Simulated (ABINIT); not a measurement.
# A GW run on ZnWO4 (P2/c) in ABINIT, with inputs changed, part 2 of 2

Aim: change inputs of a GW run on ZnWO4 (P2/c) and see what moves.

ABINIT 10.8.3; LDA and many-body steps on it, plane waves. Known limits of the many-body steps: not at the basis limit; d shell near the gap, gap tends to lie low; no spin-orbit coupling; coarse k mesh.

So far. Step 2 (Screening, 2×2×2 mesh, 102 bands, screening to 87.1 eV): Local fields lower ε∞ by 12 %. On a Γ-centred mesh this coarse the value itself is usually too large, while a short band sum pulls it down. Step 3 (Base): The gap on the mesh goes from 2.88 eV to 5.13 eV, a correction of +2.24 eV.

## 6. No symmetry in the self-energy

Level of this step: G0W0 on LDA, plane waves, norm-conserving pseudopotentials (ABINIT).

Contents of run.abi:

```
acell 3*1.0 Angstrom
rprim 
  4.698600000000 0.000000000000 0.000000000000
  0.000000000000 5.729300000000 0.000000000000
  -0.052988409000 0.000000000000 4.936415614400
ntypat 3
znucl 30 74 8
natom 12
typat 1 1 2 2 3 3 3 3 3 3 3 3
xred 
  0.500000000000 0.684000000000 0.250000000000
  0.500000000000 0.316000000000 0.750000000000
  0.000000000000 0.182580000000 0.250000000000
  0.000000000000 0.817420000000 0.750000000000
  0.216900000000 0.105100000000 0.936300000000
  0.783100000000 0.105100000000 0.563700000000
  0.783100000000 0.894900000000 0.063700000000
  0.216900000000 0.894900000000 0.436300000000
  0.256500000000 0.377700000000 0.399600000000
  0.743500000000 0.377700000000 0.100400000000
  0.743500000000 0.622300000000 0.600400000000
  0.256500000000 0.622300000000 0.899600000000
pp_dirpath "pseudos"
pseudos "Zn.upf, W.upf, O.upf"
ecut 36
ngkpt 2 2 2
nshiftk 1
shiftk 0 0 0
kptopt 1
chksymbreak 0
istwfk *1
occopt 1
irdwfk 1
optdriver 4
nband 102
gwcalctyp 0
ecutsigx 36
symsigma 0
nkptgw 2
kptgw 
  0.0000000000 0.5000000000 0.0000000000
  0.0000000000 0.0000000000 0.0000000000
bdgw 
  57 60
  57 60
ecuteps 3.2
irdscr 1
ppmodel 1
indata_prefix "in"
outdata_prefix "out"
tmpdata_prefix "tmp"
```

Started as:

```
$ OMP_NUM_THREADS=1 mpirun -n 4 abinit run.abi > log
```

The program printed:

```text
.Version 10.8.3 of ABINIT. v10.8.2 released Aug 2026.

 Symmetries : space group P2/c (# 13); Bravais mP (primitive monocl.)
[... echo of the input left out ...]
== DATASET  1 ==================================================================
-   mpi_nproc: 4, omp_nthreads: 1 (-1 if OMP is not activated)

--- !DatasetInfo
iteration_state: {dtset: 1, }
dimensions: {natom: 12, nkpt: 8, mband: 102, nsppol: 1, nspinor: 1, nspden: 1, mpw: 9268, }
cutoff_energies: {ecut:  36.0, pawecutdg:  -1.0, }
[...]
Band     E0 <VxcDFT>   SigX SigC(E0)      Z dSigC/dE  Sig(E)    E-E0       E
[...]
59   8.574 -17.732 -12.475  -2.467   0.814  -0.228 -15.460   2.271  10.846
       60   9.029 -18.252 -12.564  -2.728   0.812  -0.232 -15.849   2.403  11.432

== END DATASET(S) ==============================================================
================================================================================

 -outvars: echo values of variables after computation  --------
           etotal      0.0000000000E+00
            nband         102
             nkpt           8
          spgroup          13
 [... the other variables as echoed above ...]

 Calculation completed.
```

Elapsed: 29 s, on 4 MPI ranks of AMD EPYC 7571, shared host; peak memory 1.8 GiB.

This step gave:

* G0W0 gap on the points computed: 5.126 eV
* starting gap on the mesh: 2.885 eV
* k of the valence top: 0, 0.5, 0
* k of the conduction bottom: 0, 0.5, 0
* least direct G0W0 gap on the computed points: 5.126 eV

Against G0W0 in ABINIT (2×2×2 mesh, 102 bands, screening to 87.1 eV, Godby-Needs plasmon pole), the gap moves by +0.000 eV.

## 7. Scissors in G

run.abi: that of step 6 with these lines changed.

```diff
@@ -37,3 +37,3 @@
 ecutsigx 36
-symsigma 0
+symsigma 1
 nkptgw 2
@@ -48,2 +48,3 @@
 ppmodel 1
+mbpt_sciss 0.5 eV
 indata_prefix "in"
```

The program printed:

```text
.Version 10.8.3 of ABINIT. v10.8.2 released Aug 2026.

 Symmetries : space group P2/c (# 13); Bravais mP (primitive monocl.)
[... echo of the input left out ...]
== DATASET  1 ==================================================================
-   mpi_nproc: 4, omp_nthreads: 1 (-1 if OMP is not activated)

--- !DatasetInfo
iteration_state: {dtset: 1, }
dimensions: {natom: 12, nkpt: 8, mband: 102, nsppol: 1, nspinor: 1, nspden: 1, mpw: 9268, }
cutoff_energies: {ecut:  36.0, pawecutdg:  -1.0, }
electrons: {nelect:   1.16000000E+02, charge:   0.00000000E+00, occopt:   1.00000000E+00, tsmear:   1.00000000E-02, }

 SIGMA: Calculation of the GW corrections

 Based on a program developped by R.W. Godby, V. Olevano, G. Onida, and L. Reining.
 Incorporated in ABINIT by V. Olevano, G.-M. Rignanese, and M. Torrent.
.Using double precision arithmetic ; gwpc =  8

[... cell and pseudopotentials left out ...]
--------------------------------------------------------------------------------

 ==== K-mesh for the wavefunctions ====
 Number of points in the irreducible wedge :     8
[... list of points left out ...]
 Together with  4 symmetry operations and time-reversal symmetry
 yields     8 points in the full Brillouin Zone.

 ==== Q-mesh for screening function ====
 Number of points in the irreducible wedge :     8
[... list of points left out ...]
 Together with  4 symmetry operations and time-reversal symmetry
 yields     8 points in the full Brillouin Zone.

 vcoul_init : cutoff-mode = AUXILIARY_FUNCTION
 q-points for optical limit:   1
     1)      0.000010    0.000020    0.000030
 setmesh: FFT mesh size selected  =    48x   60x   54
          total number of points  =       155520

 Number of electrons calculated from density =  116.0000; Expected =  116.0000
[...]
max omega for Sigma on real axis  [eV]           0.00
 zcut for avoiding poles [eV]                     0.10
 scissor energy [eV]                              0.50

 EPSILON^-1 parameters (SCR file):
 dimension of the eps^-1 matrix on file            257
 dimension of the eps^-1 matrix used               257
 number of plane-waves for wavefunctions          9239
 number of bands                                   102
 number of q-points in IBZ                           8
 number of frequencies                               2
 number of real frequencies                          1
 number of imag frequencies                          1

 matrix elements of self-energy operator (all in [eV])

 Perturbative Calculation

--- !SelfEnergy_ee
iteration_state: {dtset: 1, }
kpoint     : [   0.000,    0.500,    0.000, ]
spin       : 1
KS_gap     :    2.885
QP_gap     :    5.186
Delta_QP_KS:    2.301
data: !SigmaeeData |
     Band     E0 <VxcDFT>   SigX SigC(E0)      Z dSigC/dE  Sig(E)    E-E0       E
       57   4.742 -19.654 -24.513   5.172   0.771  -0.297 -19.412   0.241   4.984
       58   5.227 -21.861 -26.937   5.217   0.778  -0.285 -21.751   0.109   5.336
       59   8.112 -17.482 -11.800  -2.860   0.823  -0.215 -15.071   2.410  10.522
[...]
--- !SelfEnergy_ee
iteration_state: {dtset: 1, }
kpoint     : [   0.000,    0.000,    0.000, ]
spin       : 1
KS_gap     :    3.593
QP_gap     :    5.733
Delta_QP_KS:    2.141
data: !SigmaeeData |
     Band     E0 <VxcDFT>   SigX SigC(E0)      Z dSigC/dE  Sig(E)    E-E0       E
[...]
59   8.574 -17.732 -12.475  -2.495   0.816  -0.226 -15.387   2.344  10.919
       60   9.029 -18.252 -12.564  -2.753   0.813  -0.230 -15.772   2.479  11.509

== END DATASET(S) ==============================================================
================================================================================

 -outvars: echo values of variables after computation  --------
           etotal      0.0000000000E+00
            nband         102
             nkpt           8
          spgroup          13
 [... the other variables as echoed above ...]

 Calculation completed.
```

Run time: 32 s. Hardware: 4 MPI ranks; peak memory 1.8 GiB.

Numbers from this step:

```yaml
g0w0_gap_on_the_points_computed: 5.186 eV
starting_gap_on_the_mesh: 2.885 eV
k_of_the_valence_top: 0, 0.5, 0
k_of_the_conduction_bottom: 0, 0.5, 0
z_at_the_valence_top: 0.778
z_at_the_conduction_bottom: 0.823
least_direct_g0w0_gap_on_the_computed_points: 5.186 eV
```

## 8. Broadening of the poles

run.abi: that of step 7 with these lines changed.

```diff
@@ -48,3 +48,3 @@
 ppmodel 1
-mbpt_sciss 0.5 eV
+zcut 0.01 eV
 indata_prefix "in"
```

The program printed:

```text
.Version 10.8.3 of ABINIT. v10.8.2 released Aug 2026.

 Symmetries : space group P2/c (# 13); Bravais mP (primitive monocl.)
[... echo of the input left out ...]
== DATASET  1 ==================================================================
-   mpi_nproc: 4, omp_nthreads: 1 (-1 if OMP is not activated)

--- !DatasetInfo
iteration_state: {dtset: 1, }
dimensions: {natom: 12, nkpt: 8, mband: 102, nsppol: 1, nspinor: 1, nspden: 1, mpw: 9268, }
cutoff_energies: {ecut:  36.0, pawecutdg:  -1.0, }
[...]
Band     E0 <VxcDFT>   SigX SigC(E0)      Z dSigC/dE  Sig(E)    E-E0       E
[...]
59   8.574 -17.732 -12.475  -2.467   0.814  -0.228 -15.460   2.271  10.846
       60   9.029 -18.252 -12.564  -2.728   0.812  -0.232 -15.849   2.403  11.432

== END DATASET(S) ==============================================================
================================================================================

 -outvars: echo values of variables after computation  --------
           etotal      0.0000000000E+00
            nband         102
             nkpt           8
          spgroup          13
 [... the other variables as echoed above ...]

 Calculation completed.
```

The job ended after 30 s (4 MPI ranks; peak memory 1.8 GiB).

This step gave:

```
G0W0 gap on the points computed              : 5.126 eV
starting gap on the mesh                     : 2.885 eV
k of the valence top                         : 0, 0.5, 0
k of the conduction bottom                   : 0, 0.5, 0
least direct G0W0 gap on the computed points : 5.126 eV
```

Against G0W0 in ABINIT (2×2×2 mesh, 102 bands, screening to 87.1 eV, Godby-Needs plasmon pole), the gap moves by +0.000 eV.

## 9. A keyword of another program

run.abi: that of step 8 with these lines changed.

```diff
@@ -48,3 +48,3 @@
 ppmodel 1
-zcut 0.01 eV
+nomega 100
 indata_prefix "in"
```

The program printed:

```text
.Version 10.8.3 of ABINIT. v10.8.2 released Aug 2026.

 Symmetries : space group P2/c (# 13); Bravais mP (primitive monocl.)
================================================================================
 Values of the parameters that define the memory need of the present run
     intxc =       0    ionmov =       0      iscf =       7    lmnmax =       8
     lnmax =       8     mgfft =      60  mpssoang =       4    mqgrid =    3001
     natom =      12  nloc_mem =       1    nspden =       1   nspinor =       1
    nsppol =       1      nsym =       4    n1xccc =    2501    ntypat =       3
    occopt =       1   xclevel =       1
-    mband =         102        mffmem =           1         mkmem =           2
       mpw =        9268          nfft =      155520          nkpt =           8
================================================================================
  Rough estimation (10% accuracy) of disk space for files :
================================================================================

--------------------------------------------------------------------------------
------------- Echo of variables that govern the present computation ------------
--------------------------------------------------------------------------------
 -outvars: echo values of preprocessed input variables --------
            acell      1.8897261259E+00  1.8897261259E+00  1.8897261259E+00 Bohr

             bdgw          57      60      57      60
      chksymbreak           0
             ecut      3.60000000E+01 Hartree
          ecuteps      3.20000000E+00 Hartree
         ecutsigx      3.60000000E+01 Hartree
          ecutwfn      3.60000000E+01 Hartree
-          fftalg         312
           irdscr           1
           irdwfk           1

[...]
npweps         257
          npwsigx        9239
           npwwfn        9239
             nsym           4
           ntypat           3
              occ      2.000000  2.000000  2.000000  2.000000  2.000000  2.000000
                       2.000000  2.000000  2.000000  2.000000  2.000000  2.000000
                       2.000000  2.000000  2.000000  2.000000  2.000000  2.000000
                       2.000000  2.000000  2.000000  2.000000  2.000000  2.000000
[...]
[... 6 further rows ...]
                       0.000000  0.000000  0.000000  0.000000  0.000000  0.000000
                       0.000000  0.000000  0.000000  0.000000  0.000000  0.000000
        optdriver           4
            rprim      4.6986000000E+00  0.0000000000E+00  0.0000000000E+00
[...]
spgroup          13

             xred      5.0000000000E-01  6.8400000000E-01  2.5000000000E-01
[...]
7.4350000000E-01  6.2230000000E-01  6.0040000000E-01
                       2.5650000000E-01  6.2230000000E-01  8.9960000000E-01
            znucl       30.00000   74.00000    8.00000

================================================================================

 chkinp: Checking input parameters for consistency.

--- !ERROR
message: |
    Found token: `NOMEGA` in the input file.
    This name is not one of the registered input variable names (see
    Action: check your input file. Perhaps you mistyped the input variable,
    or specified "img", although this was not permitted for this input variable.

--- !ERROR
message: |
    Found token: `NOMEGA` in the input file.
    This name is not one of the registered input variable names (see
    Action: check your input file. Perhaps you mistyped the input variable,
    or specified "img", although this was not permitted for this input variable.

--- from the log ---
Found token: `NOMEGA` in the input file.
    This name is not one of the registered input variable names (see
    Action: check your input file. Perhaps you mistyped the input variable,
    or specified "img", although this was not permitted for this input variable.
```

Run time: 1.7 s. Hardware: 4 MPI ranks; peak memory 0.05 GiB.

The run stopped with an error after 1.7 s.

The program's words: Found token: `NOMEGA` in the input file. This name is not one of the registered input variable names (see Action: check your input file. Perhaps you mistyped the input variable, or specified "img", although this was not permitted for this input variable.

The fault put into this input: a keyword of another program.

## 10. Screening cutoff above the file's

run.abi: that of step 9 with these lines changed.

```diff
@@ -45,6 +45,5 @@
   57 60
-ecuteps 3.2
+ecuteps 12.8
 irdscr 1
 ppmodel 1
-nomega 100
 indata_prefix "in"
```

The program printed:

```text
.Version 10.8.3 of ABINIT. v10.8.2 released Aug 2026.

 Symmetries : space group P2/c (# 13); Bravais mP (primitive monocl.)
[... echo of the input left out ...]
== DATASET  1 ==================================================================
-   mpi_nproc: 4, omp_nthreads: 1 (-1 if OMP is not activated)

--- !DatasetInfo
iteration_state: {dtset: 1, }
dimensions: {natom: 12, nkpt: 8, mband: 102, nsppol: 1, nspinor: 1, nspden: 1, mpw: 9268, }
cutoff_energies: {ecut:  36.0, pawecutdg:  -1.0, }
electrons: {nelect:   1.16000000E+02, charge:   0.00000000E+00, occopt:   1.00000000E+00, tsmear:   1.00000000E-02, }

 SIGMA: Calculation of the GW corrections

 Based on a program developped by R.W. Godby, V. Olevano, G. Onida, and L. Reining.
 Incorporated in ABINIT by V. Olevano, G.-M. Rignanese, and M. Torrent.
.Using double precision arithmetic ; gwpc =  8

[... cell and pseudopotentials left out ...]
--------------------------------------------------------------------------------

 ==== K-mesh for the wavefunctions ====
 Number of points in the irreducible wedge :     8
[... list of points left out ...]
 Together with  4 symmetry operations and time-reversal symmetry
 yields     8 points in the full Brillouin Zone.

 ==== Q-mesh for screening function ====
 Number of points in the irreducible wedge :     8
[... list of points left out ...]
 Together with  4 symmetry operations and time-reversal symmetry
 yields     8 points in the full Brillouin Zone.

 vcoul_init : cutoff-mode = AUXILIARY_FUNCTION
 q-points for optical limit:   1
     1)      0.000010    0.000020    0.000030
 setmesh: FFT mesh size selected  =    48x   60x   54
          total number of points  =       155520

 Number of electrons calculated from density =  116.0000; Expected =  116.0000
[...]
number of omega for Sigma on real axis              0
 max omega for Sigma on real axis  [eV]           0.00
 zcut for avoiding poles [eV]                     0.10

 EPSILON^-1 parameters (SCR file):
 dimension of the eps^-1 matrix on file            257
 dimension of the eps^-1 matrix used               257
 number of plane-waves for wavefunctions          9239
 number of bands                                   102
 number of q-points in IBZ                           8
 number of frequencies                               2
 number of real frequencies                          1
 number of imag frequencies                          1

 matrix elements of self-energy operator (all in [eV])

 Perturbative Calculation

--- !SelfEnergy_ee
iteration_state: {dtset: 1, }
kpoint     : [   0.000,    0.500,    0.000, ]
spin       : 1
KS_gap     :    2.885
QP_gap     :    5.125
Delta_QP_KS:    2.240
data: !SigmaeeData |
     Band     E0 <VxcDFT>   SigX SigC(E0)      Z dSigC/dE  Sig(E)    E-E0       E
       57   4.742 -19.654 -24.513   5.154   0.770  -0.298 -19.427   0.227   4.969
       58   5.227 -21.861 -26.937   5.200   0.778  -0.286 -21.764   0.096   5.323
       59   8.112 -17.482 -11.800  -2.838   0.822  -0.217 -15.145   2.337  10.449
[...]
--- !SelfEnergy_ee
iteration_state: {dtset: 1, }
kpoint     : [   0.000,    0.000,    0.000, ]
spin       : 1
KS_gap     :    3.593
QP_gap     :    5.674
Delta_QP_KS:    2.081
data: !SigmaeeData |
     Band     E0 <VxcDFT>   SigX SigC(E0)      Z dSigC/dE  Sig(E)    E-E0       E
[...]
59   8.574 -17.732 -12.475  -2.467   0.814  -0.228 -15.460   2.271  10.846
       60   9.029 -18.252 -12.564  -2.728   0.812  -0.232 -15.849   2.403  11.432

== END DATASET(S) ==============================================================
================================================================================

 -outvars: echo values of variables after computation  --------
           etotal      0.0000000000E+00
            nband         102
             nkpt           8
          spgroup          13
 [... the other variables as echoed above ...]

 Calculation completed.
```

It took 35 s on 4 MPI ranks; peak memory 1.8 GiB; 2.3 min of CPU time.

The run ended normally, though the input holds a fault or crude settings.

The fault put into this input: screening cutoff above the file's. It printed a gap of 5.13 eV, the value of the sound run: the program fell back on what its files hold, so an unchanged gap is no proof of convergence.

## 11. Side by side

Times are wall times on 4 MPI ranks of AMD EPYC 7571, shared host. The host was busy with other work, so they are no guide to cost. A run's time includes the screening step that it read.

```
                                 run   mesh  bands  screening cutoff (eV)  DFT gap (eV)  gap on the mesh (eV)  direct (eV)  ε∞ used     time
                                base  2×2×2    102                   87.1         2.885                 5.126        5.126     5.49  5.2 min
smaller part of the screening matrix  2×2×2    102                   43.5         2.885                 5.566        5.566     5.49    5 min
      fewer bands in the self-energy  2×2×2     78                   87.1         2.885                 5.225        5.225     5.49  5.1 min
      no symmetry in the self-energy  2×2×2    102                   87.1         2.885                 5.126        5.126     5.49  5.1 min
                       scissors in G  2×2×2    102                   87.1         2.885                 5.186        5.186     5.49  5.2 min
             broadening of the poles  2×2×2    102                   87.1         2.885                 5.126        5.126     5.49  5.2 min
```

## 12. Summary of results

| Item | Value |
| --- | --- |
| base | 5.126 eV |
| smaller part of the screening matrix | 5.566 eV |
| fewer bands in the self-energy | 5.225 eV |
| no symmetry in the self-energy | 5.126 eV |
| scissors in G | 5.186 eV |
| broadening of the poles | 5.126 eV |
| known limits | not at the basis limit; d shell near the gap, gap tends to lie low; no spin-orbit coupling; coarse k mesh |

In words: Smaller part of the screening matrix: +0.440 eV against base (keys changed: ecuteps). Fewer bands in the self-energy: +0.099 eV against base (keys changed: nband). No symmetry in the self-energy: no change against base (keys changed: symsigma). Scissors in G: +0.060 eV against base (keys changed: mbpt_sciss). Broadening of the poles: no change against base (keys changed: zcut). Bands and cutoff are finite, so the gap is not at the basis limit. The miss can reach some tenths of an eV and take either sign; the mesh is an error of its own. In the G0W0 runs levels were corrected at 2 k points alone, so a gap called «on the mesh» is the least over those, and an edge elsewhere would be missed. The 2×2×2 mesh is coarse for this cell, which bears on the long-range parts of exchange and screening. A d shell, filled or nearly so, lies near the gap. One-shot GW converges very slowly in bands there, not always from below, and on a semilocal start the gap tends to come out low; starts rich in exact exchange can overshoot instead. The many-body steps are scalar-relativistic: spin-orbit coupling is not in them.

[Paths, hosts, dates, memory and timing lines, banners, echoed tables and standing remarks are left out of the program output.]

[Logs are printed without paths, hosts, clocks, repeated set-up lines and the standing remarks that a program may print on its own settings, such as how far it seeks lower states.]

[Runs of the session that timed out or met a known fault of the program may be left out.]

[Hosts, paths, dates, database ids (printed as entryN), source tags and the programs' standing remarks are cut or masked in the printed files.]

[G0W0 gaps are taken among the corrected bands and points alone; a level outside them can change the order at an edge.]

[Where Ansatz stands beside ABINIT at settings called matched, ABINIT's density can come from a denser mesh and the files from another edition; pairs whose starting gaps differed by over 0.03 eV were left out, so agreement reads better than it is.]
